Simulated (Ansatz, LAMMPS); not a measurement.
# Charge trapping in amorphous 29Ga2O3-71GeO2 (mol %) (86 atoms), part 2 of 5

Does an extra electron or hole in amorphous 29Ga2O3-71GeO2 (mol %) (86 atoms) stay spread out, or do the atoms trap it?

Ansatz 0.2.0; Kohn-Sham DFT, PBEsol, PAW (set soft_1), plane waves.

The cell: 14 Ga, 17 Ge and 55 O. The quench rate of 100 K/ps is many orders above laboratory rates. The starting topology of bonds comes from the classical model. The Brillouin zone is sampled at Γ only, in a cell whose shortest periodic width is 11 Å.

So far. Step 2 (Single point at the start): The r.m.s. force at the start is 0.79 eV/Å. Step 3 (Relaxation): The relaxation converged after 15 steps, 5.78 eV below its start, with a largest force component of 0.030 eV/Å.

### 4. Single point at the relaxed geometry

The electronic structure is read at the final geometry, in a run of its own.

File input.yaml:

```yaml
crystal:
  lattice:
    - [10.55103, 0.0, 0.0]
    - [0.0, 10.55103, 0.0]
    - [0.0, 0.0, 10.55103]
  atoms:
    - { symbol: Ga, position: [0.76154, 0.99859, 0.69062] }
    - { symbol: Ga, position: [0.32509, 0.79564, 0.97608] }
    - { symbol: Ga, position: [0.06587, 0.62459, 0.83712] }
    - { symbol: Ga, position: [0.13336, 0.91212, 0.81795] }
    - { symbol: Ga, position: [0.05358, 0.97527, 0.07097] }
    - { symbol: Ga, position: [0.73833, 0.82884, 0.18621] }
    [... 74 atom lines left out ...]
    - { symbol: O, position: [0.06699, 0.19157, 0.75705] }
    - { symbol: O, position: [0.09577, 0.52744, 0.17064] }
    - { symbol: O, position: [0.1678, 0.08777, 0.16471] }
    - { symbol: O, position: [0.23606, 0.95057, 0.96787] }
    - { symbol: O, position: [0.89775, 0.29817, 0.51364] }
    - { symbol: O, position: [0.0091, 0.30467, 0.00141] }
kpoints:
  mp_grid: { grid: [1, 1, 1] }
hamiltonian:
  xc: pbesol
  pseudopotentials: { kind: paw, azcp: { folder: soft_1 }, xc_functional: pbe }
scf:
  occupations: { method: fixed }
output:
  forces: true
  stress: true
  populations: true
  dos:
    method: { smearing: { sigma: 0.08 } }
    de: 0.1
    projected: { site_lists: { Ga: [Ga], Ge: [Ge], O: [O] } }
  eigenvalues: true
  write_density: true
  write_potential: true
  volumetric_format: npy
  elf: true
```

Command:

```console
$ ansatz run input.yaml --threads 4 --pin off --max-ram 8192MiB --backend cpu --events-out ev --progress --plain --runs-dir out
```

Numbers of over 12 decimals in the logs are rounded to 6 here.

Log:

```text
[...]
Crystal: 86 atoms, lattice volume = 1174.585 Å³
Basis set: ecut = 420 eV, 22983 PW (Γ), exchange–correlation on 144×144×144 points (8 copies of the dense FFT grid, shifted against one another)
Bands: 461, of which v1, the nominal top of the filled ones, is band 375 counted from 1 (374 counted from 0)
Symmetry: 1 space group operations
[...]
k-points: 1
[...]
SCF iter   1: F=—  HF=-155583.139940 eV  |F-HF|=—  |Δ(HF+E_count)|=         —  Δρ=9.78e-2  dr2=7.32e1  ethr=3.10e-3  ⟨swp⟩=4.0  Hψ=1557  notcnv=0  defer=84
[...]
SCF iter  14: F=-155559.121547 eV  HF=-155559.121547 eV  |F-HF|=3.43e-8  |Δ(HF+E_count)|=   8.81e-8  Δρ=1.63e-6  dr2=3.14e-8  ethr=1.33e-11  ⟨swp⟩=18.0  Hψ=3863  notcnv=0
SCF 1 converged in 14 iterations: F = -155559.121547 eV  dr2 = 3.14e-8
[...]
SCF converged after 14 iterations
Free energy (F): -155559.121547 eV
[...]
Internal energy: -155559.121547 eV  (E = F + TS)
E sigma→0 (E₀):  -155559.121547 eV
Fermi energy:    4.736036 eV
[...]
--- Forces (eV/Å), atoms counted from 1 ---
  atom   1  Ga    -0.01110299    -0.00326299     0.01115022
  atom   2  Ga    -0.00153958     0.00791342     0.01256133
  atom   3  Ga    -0.00201339     0.00296813     0.01147673
  atom   4  Ga    -0.00052240     0.00325693     0.01863252
  atom   5  Ga    -0.00403073     0.01670620    -0.01730646
  atom   6  Ga    -0.00825064     0.01179406     0.00292279
  atom   7  Ga    -0.00405134     0.00019765    -0.00001681
  atom   8  Ga     0.00243034     0.00854192     0.01346255
  atom   9  Ga    -0.01141300    -0.00952487    -0.01638305
  atom  10  Ga    -0.00504557     0.00699967     0.00787882
  atom  11  Ga     0.01146272     0.00072691    -0.02887019
  atom  12  Ga    -0.01296497    -0.00605336    -0.00425506
  atom  13  Ga     0.00210040     0.01802948     0.01080479
  atom  14  Ga     0.02453959    -0.01024358     0.01068607
[...]
atom  85  O     -0.00067035     0.00195351     0.00614242
  atom  86  O      0.00058532     0.00202093     0.00103341
  max |Σ_I F_I| component: 3.88e-5 eV/Å
--- Stress (GPa, compression-positive) ---
       -4.285466       0.215130      -1.367859
        0.215130      -4.535706      -0.826572
       -1.367859      -0.826572      -5.384150
  P = ⅓ Tr σ = -4.7351 GPa (-47.351 kbar)
--- Band table (eV) ---
[...]
--- Löwdin populations: 86 sites ---
  site symbol       q [e]
     0     Ga     11.8991
     1     Ga     11.9247
     2     Ga     11.9281
[...]
85      O      6.6613
  spilling = 0.004838 (of n_electrons = 750.000000)
```

Wall time 18 s (4 threads of Intel Xeon Platinum 8488C (Sapphire Rapids), shared host); peak memory 1.9 GiB; 67 s of CPU time.

The run gave:

```
free energy                                      : -155559.1215 eV
free energy per atom                             : -1808.8270 eV/atom
SCF cycles                                       : 14
pressure                                         : -4.735 GPa
r.m.s. force component                           : 0.00827 eV/Å
longest force                                    : 0.03396 eV/Å
Fermi energy                                     : 4.736 eV
gap (highest filled to lowest empty level) : 1.483 eV
spilling of the projection                       : 0.004838
```

Löwdin charges by element and coordination (they lack the spilled electrons, 0.042 e an atom on average):

| element | coordination | atoms | mean charge (e) | spread | least | most |
| --- | --- | --- | --- | --- | --- | --- |
| Ga | all | 14 | 1.06 | 0.0239 | 1.01 | 1.10 |
| Ga | 4 | 8 | 1.07 | 0.0206 | 1.04 | 1.10 |
| Ga | 5 | 4 | 1.05 | 0.0128 | 1.03 | 1.06 |
| Ga | 6 | 2 | 1.02 | 0.0079 | 1.01 | 1.03 |
| Ge | all | 17 | 1.47 | 0.0241 | 1.42 | 1.52 |
| Ge | 4 | 14 | 1.47 | 0.0222 | 1.44 | 1.52 |
| Ge | 5 | 3 | 1.44 | 0.0146 | 1.42 | 1.45 |
| O | all | 55 | -0.656 | 0.0163 | -0.694 | -0.613 |
| O | 2 | 31 | -0.663 | 0.0132 | -0.694 | -0.640 |
| O | 3 | 23 | -0.647 | 0.0158 | -0.685 | -0.613 |
| O | 4 | 1 | -0.665 | 0 | -0.665 | -0.665 |

Density of states as counts of states in windows of 1 eV (from the Fermi level), total and the larger projections:

| from (eV) | to (eV) | total | O p | Ga d |
| --- | --- | --- | --- | --- |
| -14 | -13 | 96.3 | 1.3 | 92.8 |
| -13 | -12 | 42.4 | 0.6 | 39.4 |
| -12 | -11 | 1.3 | 0.0 | 1.0 |
| -11 | -10 | 0.0 | 0.0 | 0.0 |
| -10 | -9 | 6.1 | 3.0 | 0.1 |
| -9 | -8 | 10.3 | 5.4 | 0.1 |
| -8 | -7 | 14.5 | 8.1 | 0.1 |
| -7 | -6 | 19.9 | 12.7 | 0.2 |
| -6 | -5 | 27.2 | 19.0 | 0.1 |
| -5 | -4 | 35.7 | 26.5 | 0.3 |
| -4 | -3 | 41.2 | 32.8 | 0.3 |
| -3 | -2 | 54.1 | 47.6 | 0.3 |
| -2 | -1 | 78.1 | 73.6 | 0.3 |
| -1 | 0 | 42.1 | 40.5 | 0.2 |
| 0 | 1 | 0.8 | 0.7 | 0.0 |
| 1 | 2 | 2.0 | 0.3 | 0.0 |
| 2 | 3 | 0.0 | 0.0 | 0.0 |
| 3 | 4 | 10.7 | 3.0 | 0.0 |
| 4 | 5 | 19.1 | 5.3 | 0.0 |

The curve was stored every 0.10 eV, coarse against its broadening of 0.08 eV, so these counts are rough.

With fixed occupations the program's Fermi level is the highest filled level; weight inside the gap is the broadening of levels at its edges.

Between -25 and -14 eV lie 280 more states.

The levels nearest the highest filled one (over half full), pooled over k-points and spins:

| level less the highest filled one (eV) | occupation |
| --- | --- |
| -0.471 | 2 |
| -0.378 | 2 |
| -0.329 | 2 |
| -0.155 | 2 |
| -0.134 | 2 |
| 0 | 2 |
| 1.48 | 0 |
| 3.22 | 0 |
| 3.43 | 0 |
| 3.56 | 0 |
| 3.65 | 0 |
| 3.79 | 0 |

Electrostatic potential energy in the ac plane at fractional y = 0.002, with atoms of Ga and Ge and O within 0.2 Å of it. With pseudopotentials it is smooth inside the atoms' cores, unlike the true potential.

Values in eV, 13 rows by 16 columns, each cell a mean:
```
  0   6   8  -7  -4   8   8   8   9  11  12  12  12  12  12   5
  2   6   3   7  10  10   3 -10  -9   2  -2   8  11  12  12   5
 10   3  -1   6  10   9  -4 -14 -14  -9 -23  -4   3   6  11  12
  9   6  -6  -4  11  11   4  -7  -5   5   4   4  10   0   6   8
  4   2 -20 -19  10   9   1  -1   9  10   5   2   7  -1 -23 -24
  4   3   6   9   8   0   6   1   7  10   9   6   4   6  -7  -9
  4   8  10  10   5   0  10   1   1   7  11  10   9   6  -2  -2
 -1   7  10  -2 -27 -11   2  -1 -27 -16  11  11  11   7   0   0
  9   9   8   3 -12   2   7  -3 -17  -3  10  12  12  11   9   9
 10   9   9   9  10  10   0 -16 -15  -7   6  10  10  11  11  11
  5   4   8   9   9   7   1 -11 -13 -14 -27  -7   6  -3 -14   4
  6   6   2   7   1  -2   2   7   8   3 -12   0   5  -9 -24  -6
  5   4   2   3  -3  -3   3  10  11  12  11  10   9  10  10   3
```
Columns run along a (10.6 Å; values clipped at the 3rd and 97th percentile), rows up along c (10.6 Å). Atoms in or near the plane, at fractional coordinates: Ga at (0.76, 0.69), Ge at (0.49, 0.81), Ge at (0.50, 0.24), O at (0.93, 0.63), O at (0.65, 0.16), O at (0.54, 0.40), O at (0.89, 0.14), O at (0.28, 0.39).

Valence density in the ac plane at fractional y = 0.002, with atoms of Ga and Ge and O within 0.2 Å of it. It is the smooth field of the valence electrons, not physical close to the nuclei.

Values in e/Å³, 13 rows by 16 columns, each cell a mean:
```
 1  0  0  1  1  0  0  0  0  0  0  0  0  0  0  1
 1  0  0  0  0  0  0  2  2  1  1  0  0  0  0  1
 0  0  0  0  0  0  0 13 13  1  3  1  0  0  0  0
 0  0  1  1  0  0  0  1  1  0  0  3 14  1  0  0
 0  0  3  3  0  0  1  1  0  0  0  2  9  1  4  4
 0  0  0  0  0  1  4  1  0  0  0  0  0  0  2  2
 1  0  0  0  0  1  8  1  1  0  0  0  0  0  0  0
 1  0  0  1  5  2  0  1  5  3  0  0  0  0  0  0
 0  0  0  1  2  1  0  1  2  1  0  0  0  0  0  0
 0  0  0  0  0  0  0  7 13  1  0  0  0  0  0  0
 0  0  0  0  0  0  1  2  3  2  5  1  0  1  3  1
 4  4  0  0  0  1  1  0  0  1  3  1  0  2  5  1
 3  3  0  1  1  1  0  0  0  0  0  0  0  0  0  0
```
Columns run along a (10.6 Å), rows up along c (10.6 Å). Atoms in or near the plane, at fractional coordinates: Ga at (0.76, 0.69), Ge at (0.49, 0.81), Ge at (0.50, 0.24), O at (0.93, 0.63), O at (0.65, 0.16), O at (0.54, 0.40), O at (0.89, 0.14), O at (0.28, 0.39).

Between filled and empty levels lie 1.48 eV (at Γ alone); a semilocal functional tends to put such gaps too low. In a disordered cell it changes from sample to sample, and tail or defect levels can set it. Mean Löwdin charges: Ga +1.06, Ge +1.47, O -0.66 e (they miss 0.48 % of the electrons, so they add up to more than the cell's charge).

### 5. An extra electron, atoms held

The electron count changes by one with the atoms held: a vertical process, on a uniform background, with spin and a narrow Fermi–Dirac smearing. Its energy against the neutral cell hangs on the program's zero of potential.

File input.yaml:

```yaml
crystal:
  lattice:
    - [10.55103, 0.0, 0.0]
    - [0.0, 10.55103, 0.0]
    - [0.0, 0.0, 10.55103]
  atoms:
    [... the 86 atom lines of step 4 ...]
total_charge: -1
kpoints:
  mp_grid: { grid: [1, 1, 1] }
hamiltonian:
  xc: pbesol
  pseudopotentials: { kind: paw, azcp: { folder: soft_1 }, xc_functional: pbe }
scf:
  occupations: { method: fermi_dirac, width: 0.01 }
  lower_state_search: "off"
output:
  forces: true
  stress: true
  populations: true
  dos:
    method: { smearing: { sigma: 0.08 } }
    de: 0.1
    projected: { site_lists: { Ga: [Ga], Ge: [Ge], O: [O] } }
  eigenvalues: true
  write_density: true
  write_potential: true
  volumetric_format: npy
magnetization:
  spin_polarized: true
  initial_magnetization: 1
```

Log:

```text
[...]
Crystal: 86 atoms, lattice volume = 1174.585 Å³
Basis set: ecut = 420 eV, 22983 PW (Γ), exchange–correlation on 144×144×144 points (8 copies of the dense FFT grid, shifted against one another)
Bands: 462, of which v1, the nominal top of the filled ones, is band 376 counted from 1 (375 counted from 0)
Symmetry: 1 space group operations
[...]
k-points: 1
[...]
Starting moments: Σ|m| = 1 μB on 86 of 86 sites
[...]
SCF iter   1: F=—  HF=-155574.317032 eV  |F-HF|=—  |Δ(HF+E_count)|=         —  Δρ=4.78e-2 (↑4.57e-2 ↓4.78e-2)  dr2=6.91e1  dr2_m=2.11e-2  M=1.000 μB ∫|m|=1.077 μB  β_m=1.00  ethr=3.10e-3  ⟨swp⟩=6.0  Hψ=3698  notcnv=0
[...]
spin=Collinear: Resta preconditioning applied to the charge; magnetization (m = ρ↑ − ρ↓) channel mixes plain (no charge-response kernel on spin).
SCF iter   2: F=—  HF=-155561.729709 eV  |F-HF|=—  |Δ(HF+E_count)|=         —  Δρ=3.03e-2 (↑3.03e-2 ↓3.03e-2)  dr2=2.80e1  dr2_m=1.46e-3  M=0.743 μB ∫|m|=0.851 μB  β_m=0.30  ethr=3.10e-3  ⟨swp⟩=3.0  Hψ=1660  notcnv=0  defer=158
[...]
SCF iter   8: F=—  HF=-155552.902868 eV  |F-HF|=—  |Δ(HF+E_count)|=   3.82e-3  Δρ=2.39e-4 (↑2.39e-4 ↓2.11e-4)  dr2=1.67e-3  dr2_m=2.19e-4  M=0.574 μB ∫|m|=0.666 μB  β_m=0.30  ethr=1.02e-6  ⟨swp⟩=2.0  Hψ=1529  notcnv=0  defer=156
[...]
spin-set hold released at iteration 8 (site moments contracting): the magnetisation degrees of freedom join the quasi-Newton model from the next iteration; the mixer history was flushed
SCF iter   9: F=—  HF=-155552.904002 eV  |F-HF|=—  |Δ(HF+E_count)|=   1.13e-3  Δρ=1.75e-4 (↑1.75e-4 ↓1.56e-4)  dr2=9.30e-4  dr2_m=1.29e-4  M=0.566 μB ∫|m|=0.657 μB  β_m=0.65  ethr=2.23e-7  ⟨swp⟩=2.0  Hψ=770  notcnv=0  defer=156
[...]
SCF iter  20: F=-155552.907721 eV  HF=-155552.907721 eV  |F-HF|=5.62e-9  |Δ(HF+E_count)|=   2.01e-8  Δρ=3.65e-7 (↑3.65e-7 ↓3.39e-7)  dr2=6.23e-9  dr2_m=9.57e-11  M=0.412 μB ∫|m|=0.476 μB  ethr=3.04e-12  ⟨swp⟩=6.0  Hψ=5147  notcnv=0
SCF 1 converged in 20 iterations: F = -155552.907721 eV  dr2 = 6.23e-9
[...]
SCF converged after 20 iterations
Magnetization: 0.4120 μB (375.7060 up, 375.2940 down)
Absolute magnetization: 0.4408 μB (∫|ρ↑−ρ↓|, with the PAW one-centre terms)
[...]
Per-site moments (μB) at R_I (Å): [(0.000910114, 0.746196), (0.000945251, 0.738584), (0.000695085, 0.743619), (0.00064003, 0.741590), (0.00102677, 0.756738), [...]
Free energy (F): -155552.907721 eV
[...]
Internal energy: -155552.895608 eV  (E = F + TS)
E sigma→0 (E₀):  -155552.901664 eV
Entropy (-TS):   -0.012113 eV (-0.141 meV/atom)
Fermi energy:    6.235694 eV
[...]
--- Forces (eV/Å), atoms counted from 1 ---
  atom   1  Ga     0.05977314    -0.06380389     0.00877640
  atom   2  Ga     0.01838819     0.02149546     0.01098256
  atom   3  Ga    -0.02436582     0.03948634    -0.03525721
  atom   4  Ga    -0.00087159    -0.01528080    -0.01715031
  atom   5  Ga     0.01389770     0.02453156     0.05360029
  atom   6  Ga     0.00345970     0.02831816     0.04941931
  atom   7  Ga     0.00790743     0.01135935    -0.00006350
  atom   8  Ga     0.08748522    -0.03986130    -0.04214109
  atom   9  Ga     0.02492355     0.02802683     0.02013944
  atom  10  Ga     0.02908478     0.01838846    -0.04339608
  atom  11  Ga     0.02520552     0.00815158     0.00341536
  atom  12  Ga    -0.05295519     0.05635264     0.02875820
  atom  13  Ga    -0.05230520    -0.00970551    -0.01506920
  atom  14  Ga    -0.05225574     0.02185772     0.05350759
[...]
atom  85  O     -0.01237081     0.00059102     0.08488975
  atom  86  O     -0.05355819    -0.02100593    -0.05286232
  max |Σ_I F_I| component: 9.83e-6 eV/Å
--- Stress (GPa, compression-positive) ---
       -3.540330       0.182780      -1.273729
        0.182780      -3.740716      -0.729370
       -1.273729      -0.729370      -4.595137
  P = ⅓ Tr σ = -3.9587 GPa (-39.587 kbar)
--- Band table (eV) ---
[...]
--- Löwdin populations: 86 sites ---
  site symbol       q [e]    m [muB]
     0     Ga     11.9210     0.0074
     1     Ga     11.9464     0.0075
     2     Ga     11.9466     0.0060
[...]
85      O      6.6673     0.0029
  spilling = 0.004857 (of n_electrons = 751.000000)
```

Elapsed: 47 s, on 4 threads; peak memory 3 GiB.

An extra electron, atoms held: the energy stands 6.21 eV above that of the reference, with a moment of 0.41 μB. An odd electron should give 1 μB; this run ended with the carrier shared between both spins.

The levels nearest the highest filled one (over half full), pooled over k-points and spins:

| level less the highest filled one (eV) | occupation |
| --- | --- |
| -1.64 | 1 |
| -1.52 | 1 |
| -1.52 | 1 |
| 0 | 0.706 |
| 0.0175 | 0.294 |
| 1.76 | 0 |
| 1.77 | 0 |
| 1.96 | 0 |

Spin density in the ac plane at fractional y = 0.002, with atoms of Ga and Ge and O within 0.2 Å of it.

Ten even steps from '_' (-1.88 × 1e-3 e/Å³) to '@' (7.79 × 1e-3 e/Å³), each cell a mean:
```
......::::......................::::::::::::::::::::::::....
::::....::....................::::::::::::::::::::::::::....
..::....::::::::..........::::::::::......::::::::::::::::..
......::::::::::::::::::::::::::::::::::....::::::::::::::::
::::::::::::::::::::::::::::____::..--++--..::::::::::::::::
::::::::......::::::::::::::::::::..::--::..::::----::::::::
::::....::--::..........::::..::::........::..__::--::::::::
..::..::**##--........::--==::......::::::::____::::::......
..::..::====::..::::::::::--::....::::::::::::::::::::--==::
..::::::......::::::::::::......::::::::::::::::::..::**##--
..::::::::::::::::----::::::::::::::::::::::::::::::..::::..
......::::::::::::::--..__::::::::::::::::::::::::::::::::::
..::::........::::::::--::::::......::::::::::::::::----::::
..::::......::==++::..::::::::::::....::::::::::::::----::::
........::..::++**::..::::..::++++::....::::::::::::::--::::
::::::::::::..::::::..::::::..::::::..::::::::::::::::::::::
::::::::::::::::......::::::::::::::::::::::::::::::::::::::
::::::::::::::::::::::::::::..__::::::........::::::::::::::
::::::::::....::::........::....::::::==--::..::::......::::
::::::::..............::::..::::::..--@@@@::..::..::::....::
::----::::......::::..::::..::::::..::::--::::::..--++--..::
::..::::::::::::::::........::::::........::::::..::++--::::
::....::::::::....::::::....::::::::::::::::::::::..::::..::
::::::::::::....................::::::::::::::::::........::
```
Columns run along a (10.6 Å), rows up along c (10.6 Å). Atoms in or near the plane, at fractional coordinates: Ga at (0.76, 0.69), Ge at (0.49, 0.81), Ge at (0.50, 0.24), O at (0.93, 0.63), O at (0.65, 0.16), O at (0.54, 0.40), O at (0.89, 0.14), O at (0.28, 0.39).

[end of part 2 of 5]

[Logs are printed without paths, hosts, clocks, repeated set-up lines and the standing remarks that a program may print on its own settings, such as how far it seeks lower states.]

[Hosts, paths, dates, database ids (printed as entryN), source tags and the programs' standing remarks are cut or masked in the printed files.]
